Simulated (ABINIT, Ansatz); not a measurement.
## AlGaN2 (P-4m2): one start, several treatments of the self-energy

Wanted: the gap of AlGaN2 (P-4m2) under several approximations, with cost.

Main program and level: ABINIT 10.8.3; LDA and many-body steps on it, plane waves.

## Step 1: Set-up

It takes space group P-4m2 (No. 115, tetragonal). The conventional cell has a = 3.141 Å, b = 3.141 Å, c = 4.424 Å, α = 90.00°, β = 90.00°, γ = 90.00°. Nearest to Al lie 4 N at 1.89 Å. Nearest to Ga lie 4 N at 1.95 Å. Nearest to N lie 2 Al at 1.89 Å and 2 Ga at 1.95 Å. Farther neighbours and most contacts between anions are not listed.

Structure file:

```cif
data_structure
_symmetry_space_group_name_H-M 'P-4m2'
_symmetry_Int_Tables_number 115
_cell_length_a 3.1409
_cell_length_b 3.1409
_cell_length_c 4.4238
_cell_angle_alpha 90.000
_cell_angle_beta 90.000
_cell_angle_gamma 90.000
_cell_volume 43.64
loop_
_atom_site_label
_atom_site_type_symbol
_atom_site_symmetry_multiplicity
_atom_site_Wyckoff_symbol
_atom_site_fract_x
_atom_site_fract_y
_atom_site_fract_z
_atom_site_occupancy
Al1 Al 1 c 0.50000 0.50000 0.50000 1
Ga1 Ga 1 a 0.00000 0.00000 0.00000 1
N1 N 2 g 0.50000 0.00000 0.73826 1
```

The cell and positions are those that the Materials Project relaxed with its own functionals (PBE, PBE+U or r2SCAN), kept fixed.

## Step 2: Empty states on the mesh, 4×4×2 mesh, 95 bands

This step: ABINIT 10.8.3; DFT, LDA, plane waves, norm-conserving pseudopotentials.

The sums over transitions need many empty states on a uniform mesh; this step solves for them.

Contents of run.abi:

```
acell 3*1.0 Angstrom
rprim 
  3.140877048700 0.000000000000 0.000000000000
  0.000000000000 3.140877048700 0.000000000000
  0.000000000000 0.000000000000 4.423837940000
ntypat 3
znucl 13 31 7
natom 4
typat 1 2 3 3
xred 
  0.500000000000 0.500000000000 0.500000000000
  0.000000000000 0.000000000000 0.000000000000
  0.500000000000 0.000000000000 0.738264810000
  0.000000000000 0.500000000000 0.261735190000
pp_dirpath "pseudos"
pseudos "Al.upf, Ga.upf, N.upf"
ecut 45
ngkpt 4 4 2
nshiftk 1
shiftk 0 0 0
kptopt 1
chksymbreak 0
iscf -2
irdden 1
istwfk *1
nband 95
nbdbuf 8
tolwfr 1e-09
nstep 60
prtvol 0
indata_prefix "in"
outdata_prefix "out"
tmpdata_prefix "tmp"
```

Command:

```bash
$ OMP_NUM_THREADS=1 mpirun -n 4 abinit run.abi > log
```

Numbers of over 12 decimals in the logs are rounded to 6 here.

The log of the run:

```text
.Version 10.8.3 of ABINIT. v10.8.2 released Aug 2026.

 Symmetries : space group P-4 m 2 (#115); Bravais tP (primitive tetrag.)
[... echo of the input left out ...]
== DATASET  1 ==================================================================
-   mpi_nproc: 4, omp_nthreads: 1 (-1 if OMP is not activated)

--- !DatasetInfo
iteration_state: {dtset: 1, }
dimensions: {natom: 4, nkpt: 12, mband: 95, nsppol: 1, nspinor: 1, nspden: 1, mpw: 4296, }
cutoff_energies: {ecut:  45.0, pawecutdg:  -1.0, }
[...]
2.51452    2.51452    2.51618    2.58936    2.61148    2.61148    2.62952    2.63464
   2.63464    2.68761    2.69361    2.75421    2.75688    2.79065    2.81251    2.81251
   2.83976    2.84398    2.85133    2.85134    2.85388    2.87513    2.88390
 prteigrs : prtvol=0 or 1, do not print more k-points.

== END DATASET(S) ==============================================================
================================================================================

 -outvars: echo values of variables after computation  --------
            nband          95
             nkpt          12
          spgroup         115
 [... the other variables as echoed above ...]

 Calculation completed.
```

It took 37 s on 4 MPI ranks of Arm Neoverse V1, shared host; peak memory 0.34 GiB.

Numbers from this step:

| Property | Result |
| --- | --- |
| gap | 2.872 eV |
| k of the valence top | 0, 0, 0 |
| k of the conduction bottom | 0, 0, 0 |
| least direct gap | 2.872 eV |
| k points computed | 12 |
| lowest point of the top converged band, above the valence top | 66.3914 eV |

On this mesh the gap is 2.872 eV.

The density comes from a self-consistent run that is not shown.

## Step 3: Screening, 4×4×2 mesh, 45 bands, screening to 114.3 eV

The RPA dielectric matrix is built and inverted for each q.

This step: RPA screening on LDA, plane waves, norm-conserving pseudopotentials.

Changes to run.abi since step 2:

```diff
@@ -22,10 +22,11 @@
 chksymbreak 0
-iscf -2
-irdden 1
 istwfk *1
-nband 95
-nbdbuf 8
-tolwfr 1e-09
-nstep 60
-prtvol 0
+occopt 1
+irdwfk 1
+optdriver 3
+nband 45
+ecuteps 4.2
+inclvkb 2
+awtr 1
+symchi 1
 indata_prefix "in"
```

The log of the run:

```text
.Version 10.8.3 of ABINIT. v10.8.2 released Aug 2026.

 Symmetries : space group P-4 m 2 (#115); Bravais tP (primitive tetrag.)
[... echo of the input left out ...]
== DATASET  1 ==================================================================
-   mpi_nproc: 4, omp_nthreads: 1 (-1 if OMP is not activated)

--- !DatasetInfo
iteration_state: {dtset: 1, }
dimensions: {natom: 4, nkpt: 12, mband: 45, nsppol: 1, nspinor: 1, nspden: 1, mpw: 4296, }
cutoff_energies: {ecut:  45.0, pawecutdg:  -1.0, }
electrons: {nelect:   3.40000000E+01, charge:   0.00000000E+00, occopt:   1.00000000E+00, tsmear:   1.00000000E-02, }

 SCREENING: Calculation of the susceptibility and dielectric matrices

 Based on a program developped by R.W. Godby, V. Olevano, G. Onida, and L. Reining.
 Incorporated in ABINIT by V. Olevano, G.-M. Rignanese, and M. Torrent.
.Using double precision arithmetic ; gwpc =  8

[... cell and pseudopotentials left out ...]
--------------------------------------------------------------------------------

 ==== K-mesh for the wavefunctions ====
 Number of points in the irreducible wedge :    12
[... list of points left out ...]
 Together with  8 symmetry operations and time-reversal symmetry
 yields    32 points in the full Brillouin Zone.

 ==== Q-mesh for the screening function ====
 Number of points in the irreducible wedge :    12
[... list of points left out ...]
 Together with  8 symmetry operations and time-reversal symmetry
 yields    32 points in the full Brillouin Zone.

 setmesh: FFT mesh size selected  =    24x   24x   36
          total number of points  =        20736

 vcoul_init : cutoff-mode = AUXILIARY_FUNCTION
 q-points for optical limit:   1
     1)      0.000010    0.000020    0.000030

- screening: taking advantage of time-reversal symmetry
- Maximum band index for partially occupied states nbvw = 17
- Remaining bands to be divided among processors   nbcw = 28
- Number of bands treated by each node ~7

 Number of electrons calculated from density =   34.0000; Expected =   34.0000
 average of density, n =  0.115447
 r_s =    1.2740
 omega_plasma =   32.7753 [eV]

 calculating chi0 at frequencies [eV] :
  1    0.000000E+00    0.000000E+00
  2    0.000000E+00    3.277527E+01

--------------------------------------------------------------------------------
  q-point number  1        q = ( 0.000000, 0.000000, 0.000000) [r.l.u.]
--------------------------------------------------------------------------------
[... chi0 elements left out ...]
 For q-point:  0.000010 0.000020 0.000030
  dielectric constant =   5.4358
  dielectric constant without local fields =   5.8815

  Average fulfillment of the sum rule on Im[epsilon] for q-point    1 :     26.23  [%]
[... wings left out ...]
  q-point number  2        q = ( 0.250000, 0.000000, 0.000000) [r.l.u.]
--------------------------------------------------------------------------------
[... chi0 elements left out ...]
  Average fulfillment of the sum rule on Im[epsilon] for q-point    2 :     36.89  [%]

 [... 10 further q-points ...]
```

Elapsed: 16 s, on 4 MPI ranks; peak memory 0.73 GiB.

Numbers from this step:

```yaml
eps_infinity_with_local_fields_on_this_mesh_along_the_program_s_q_direction: 5.436
the_same_without_local_fields: 5.881
plasma_frequency: 32.78 eV
plane_waves_in_the_screening_matrix: 123
```

Local fields lower ε∞ by 8 %. On a Γ-centred mesh this coarse the value itself is usually too large, while a short band sum pulls it down.

## Step 4: G0W0, Godby-Needs plasmon pole

The self-energy is evaluated for the states that the input lists, and the levels follow from it, in one-shot runs by the linearised quasiparticle equation.

This step: G0W0 on LDA, plane waves, norm-conserving pseudopotentials.

Changes to run.abi since step 3:

```diff
@@ -25,8 +25,15 @@
 irdwfk 1
-optdriver 3
+optdriver 4
 nband 45
+gwcalctyp 0
+ecutsigx 45
+symsigma 1
+nkptgw 1
+kptgw 
+  0.0000000000 0.0000000000 0.0000000000
+bdgw 
+  16 19
 ecuteps 4.2
-inclvkb 2
-awtr 1
-symchi 1
+irdscr 1
+ppmodel 1
 indata_prefix "in"
```

The log of the run:

```text
.Version 10.8.3 of ABINIT. v10.8.2 released Aug 2026.

 Symmetries : space group P-4 m 2 (#115); Bravais tP (primitive tetrag.)
[... echo of the input left out ...]
== DATASET  1 ==================================================================
-   mpi_nproc: 4, omp_nthreads: 1 (-1 if OMP is not activated)

--- !DatasetInfo
iteration_state: {dtset: 1, }
dimensions: {natom: 4, nkpt: 12, mband: 45, nsppol: 1, nspinor: 1, nspden: 1, mpw: 4296, }
cutoff_energies: {ecut:  45.0, pawecutdg:  -1.0, }
electrons: {nelect:   3.40000000E+01, charge:   0.00000000E+00, occopt:   1.00000000E+00, tsmear:   1.00000000E-02, }

 SIGMA: Calculation of the GW corrections

 Based on a program developped by R.W. Godby, V. Olevano, G. Onida, and L. Reining.
 Incorporated in ABINIT by V. Olevano, G.-M. Rignanese, and M. Torrent.
.Using double precision arithmetic ; gwpc =  8

[... cell and pseudopotentials left out ...]
--------------------------------------------------------------------------------

 ==== K-mesh for the wavefunctions ====
 Number of points in the irreducible wedge :    12
[... list of points left out ...]
 Together with  8 symmetry operations and time-reversal symmetry
 yields    32 points in the full Brillouin Zone.

 ==== Q-mesh for screening function ====
 Number of points in the irreducible wedge :    12
[... list of points left out ...]
 Together with  8 symmetry operations and time-reversal symmetry
 yields    32 points in the full Brillouin Zone.

 vcoul_init : cutoff-mode = AUXILIARY_FUNCTION
 q-points for optical limit:   1
     1)      0.000010    0.000020    0.000030
 setmesh: FFT mesh size selected  =    36x   36x   54
          total number of points  =        69984

 Number of electrons calculated from density =   34.0000; Expected =   34.0000
 average of density, n =  0.115447
 r_s =    1.2740
 omega_plasma =   32.7753 [eV]

 === KS Band Gaps ===
  >>>> For spin  1
   Minimum direct gap =   2.8720 [eV], located at k-point      :   0.0000  0.0000  0.0000
   Fundamental gap    =   2.8720 [eV], Top of valence bands at :   0.0000  0.0000  0.0000
                                       Bottom of conduction at :   0.0000  0.0000  0.0000
 SIGMA fundamental parameters:
 PLASMON POLE MODEL  1
 number of plane-waves for SigmaX                 4201
 number of plane-waves for SigmaC and W            123
 number of plane-waves for wavefunctions          4201
 number of bands                                    45
 number of independent spin polarizations            1
 number of spinorial components                      1
 number of k-points in IBZ                          12
 number of q-points in IBZ                          12
 number of symmetry operations                       8
 number of k-points in BZ                           32
 number of q-points in BZ                           32
 number of frequencies for dSigma/dE                 9
 frequency step for dSigma/dE [eV]                0.25
 number of omega for Sigma on real axis              0
 max omega for Sigma on real axis  [eV]           0.00
 zcut for avoiding poles [eV]                     0.10

 EPSILON^-1 parameters (SCR file):
 dimension of the eps^-1 matrix on file            123
 dimension of the eps^-1 matrix used               123
 number of plane-waves for wavefunctions          4201
 number of bands                                    45
 number of q-points in IBZ                          12
 number of frequencies                               2
 number of real frequencies                          1
 number of imag frequencies                          1

 matrix elements of self-energy operator (all in [eV])

 Perturbative Calculation

--- !SelfEnergy_ee
iteration_state: {dtset: 1, }
kpoint     : [   0.000,    0.000,    0.000, ]
spin       : 1
KS_gap     :    2.872
QP_gap     :    4.179
Delta_QP_KS:    1.307
data: !SigmaeeData |
     Band     E0 <VxcDFT>   SigX SigC(E0)      Z dSigC/dE  Sig(E)    E-E0       E
       16   6.057 -17.927 -21.690   3.723   0.794  -0.259 -17.959  -0.032   6.024
       17   6.057 -17.927 -21.690   3.723   0.794  -0.259 -17.959  -0.032   6.024
       18   8.929 -13.963  -9.273  -3.134   0.819  -0.222 -12.689   1.274  10.203
       19   9.588 -11.842  -7.310  -3.275   0.835  -0.198 -10.792   1.050  10.637

== END DATASET(S) ==============================================================
================================================================================

 -outvars: echo values of variables after computation  --------
           etotal      0.0000000000E+00
            nband          45
             nkpt          12
          spgroup         115
 [... the other variables as echoed above ...]

 Calculation completed.
```

The job ended after 4.1 s (4 MPI ranks; peak memory 0.37 GiB; 16 s of CPU time).

This step gave:

| Item | Value |
| --- | --- |
| G0W0 gap on the points computed | 4.179 eV |
| starting gap on the mesh | 2.872 eV |
| k of the valence top | 0, 0, 0 |
| k of the conduction bottom | 0, 0, 0 |
| Z at the valence top | 0.794 |
| Z at the conduction bottom | 0.819 |
| least direct G0W0 gap on the computed points | 4.179 eV |

The gap on the mesh goes from 2.87 eV to 4.18 eV, a correction of +1.31 eV.

## Step 5: G0W0, von der Linden-Horsch plasmon pole

Changes to run.abi since step 4:

```diff
@@ -37,3 +37,3 @@
 irdscr 1
-ppmodel 1
+ppmodel 3
 indata_prefix "in"
```

The log of the run:

```text
.Version 10.8.3 of ABINIT. v10.8.2 released Aug 2026.

 Symmetries : space group P-4 m 2 (#115); Bravais tP (primitive tetrag.)
[... echo of the input left out ...]
== DATASET  1 ==================================================================
-   mpi_nproc: 4, omp_nthreads: 1 (-1 if OMP is not activated)

--- !DatasetInfo
iteration_state: {dtset: 1, }
dimensions: {natom: 4, nkpt: 12, mband: 45, nsppol: 1, nspinor: 1, nspden: 1, mpw: 4296, }
cutoff_energies: {ecut:  45.0, pawecutdg:  -1.0, }
electrons: {nelect:   3.40000000E+01, charge:   0.00000000E+00, occopt:   1.00000000E+00, tsmear:   1.00000000E-02, }

 SIGMA: Calculation of the GW corrections

 Based on a program developped by R.W. Godby, V. Olevano, G. Onida, and L. Reining.
 Incorporated in ABINIT by V. Olevano, G.-M. Rignanese, and M. Torrent.
.Using double precision arithmetic ; gwpc =  8

[... cell and pseudopotentials left out ...]
--------------------------------------------------------------------------------

 ==== K-mesh for the wavefunctions ====
 Number of points in the irreducible wedge :    12
[... list of points left out ...]
 Together with  8 symmetry operations and time-reversal symmetry
 yields    32 points in the full Brillouin Zone.

 ==== Q-mesh for screening function ====
 Number of points in the irreducible wedge :    12
[... list of points left out ...]
 Together with  8 symmetry operations and time-reversal symmetry
 yields    32 points in the full Brillouin Zone.

 vcoul_init : cutoff-mode = AUXILIARY_FUNCTION
 q-points for optical limit:   1
     1)      0.000010    0.000020    0.000030
 setmesh: FFT mesh size selected  =    36x   36x   54
          total number of points  =        69984

 Number of electrons calculated from density =   34.0000; Expected =   34.0000
[...]
number of k-points in IBZ                          12
 number of q-points in IBZ                          12
 number of symmetry operations                       8
 number of k-points in BZ                           32
 number of q-points in BZ                           32
 number of frequencies for dSigma/dE                 9
 frequency step for dSigma/dE [eV]                0.25
 number of omega for Sigma on real axis              0
 max omega for Sigma on real axis  [eV]           0.00
 zcut for avoiding poles [eV]                     0.10

 EPSILON^-1 parameters (SCR file):
 dimension of the eps^-1 matrix on file            123
 dimension of the eps^-1 matrix used               123
 number of plane-waves for wavefunctions          4201
 number of bands                                    45
 number of q-points in IBZ                          12
 number of frequencies                               2
 number of real frequencies                          1
 number of imag frequencies                          1

 matrix elements of self-energy operator (all in [eV])

 Perturbative Calculation

--- !SelfEnergy_ee
iteration_state: {dtset: 1, }
kpoint     : [   0.000,    0.000,    0.000, ]
spin       : 1
KS_gap     :    2.872
QP_gap     :    4.179
Delta_QP_KS:    1.307
data: !SigmaeeData |
     Band     E0 <VxcDFT>   SigX SigC(E0)      Z dSigC/dE  Sig(E)    E-E0       E
       16   6.057 -17.927 -21.690   3.637   0.856  -0.169 -18.035  -0.108   5.948
       17   6.057 -17.927 -21.690   3.637   0.856  -0.169 -18.035  -0.108   5.948
       18   8.929 -13.963  -9.273  -3.323   0.877  -0.140 -12.764   1.199  10.128
       19   9.588 -11.842  -7.310  -3.521   0.892  -0.121 -10.940   0.902  10.489

== END DATASET(S) ==============================================================
================================================================================

 -outvars: echo values of variables after computation  --------
           etotal      0.0000000000E+00
            nband          45
             nkpt          12
          spgroup         115
 [... the other variables as echoed above ...]

 Calculation completed.
```

The job ended after 4 s (4 MPI ranks; peak memory 0.36 GiB).

This step gave:

| Quantity | Value |
| --- | --- |
| G0W0 gap on the points computed | 4.18 eV |
| starting gap on the mesh | 2.872 eV |
| k of the valence top | 0, 0, 0 |
| k of the conduction bottom | 0, 0, 0 |
| Z at the valence top | 0.856 |
| Z at the conduction bottom | 0.877 |
| least direct G0W0 gap on the computed points | 4.18 eV |

Against G0W0 in ABINIT (4×4×2 mesh, 45 bands, screening to 114.3 eV, Godby-Needs plasmon pole), the gap moves by +0.001 eV.

## Step 6: G0W0, Engel-Farid plasmon pole

Changes to run.abi since step 5:

```diff
@@ -37,3 +37,3 @@
 irdscr 1
-ppmodel 3
+ppmodel 4
 indata_prefix "in"
```

The log of the run:

```text
.Version 10.8.3 of ABINIT. v10.8.2 released Aug 2026.

 Symmetries : space group P-4 m 2 (#115); Bravais tP (primitive tetrag.)
[... echo of the input left out ...]
== DATASET  1 ==================================================================
-   mpi_nproc: 4, omp_nthreads: 1 (-1 if OMP is not activated)

--- !DatasetInfo
iteration_state: {dtset: 1, }
dimensions: {natom: 4, nkpt: 12, mband: 45, nsppol: 1, nspinor: 1, nspden: 1, mpw: 4296, }
cutoff_energies: {ecut:  45.0, pawecutdg:  -1.0, }
[...]
17   6.057 -17.927 -21.690   3.692   0.816  -0.226 -17.985  -0.058   5.999
       18   8.929 -13.963  -9.273  -3.237   0.840  -0.190 -12.742   1.221  10.150
       19   9.588 -11.842  -7.310  -3.356   0.854  -0.171 -10.838   1.004  10.592

== END DATASET(S) ==============================================================
================================================================================

 -outvars: echo values of variables after computation  --------
           etotal      0.0000000000E+00
            nband          45
             nkpt          12
          spgroup         115
 [... the other variables as echoed above ...]

 Calculation completed.
```

It took 4 s on 4 MPI ranks; peak memory 0.38 GiB; 16 s of CPU time.

This step gave:

* G0W0 gap on the points computed: 4.151 eV
* starting gap on the mesh: 2.872 eV
* k of the valence top: 0, 0, 0
* k of the conduction bottom: 0, 0, 0
* least direct G0W0 gap on the computed points: 4.151 eV

Against G0W0 in ABINIT (4×4×2 mesh, 45 bands, screening to 114.3 eV, Godby-Needs plasmon pole), the gap moves by −0.028 eV.

(Part 1 of 2 ends here.)

[Paths, hosts, dates, memory and timing lines, banners, echoed tables and standing remarks are left out of the program output.]

[Logs are printed without paths, hosts, clocks, repeated set-up lines and the standing remarks that a program may print on its own settings, such as how far it seeks lower states.]

[Runs of the session that timed out or met a known fault of the program may be left out.]

[No measured gap is set beside runs whose start may be inverted or whose files or cutoffs have a known fault.]

[Hosts, paths, dates, database ids (printed as entryN), source tags and the programs' standing remarks are cut or masked in the printed files.]

[G0W0 gaps are taken among the corrected bands and points alone; a level outside them can change the order at an edge.]

[Where Ansatz stands beside ABINIT at settings called matched, ABINIT's density can come from a denser mesh and the files from another edition; pairs whose starting gaps differed by over 0.03 eV were left out, so agreement reads better than it is.]
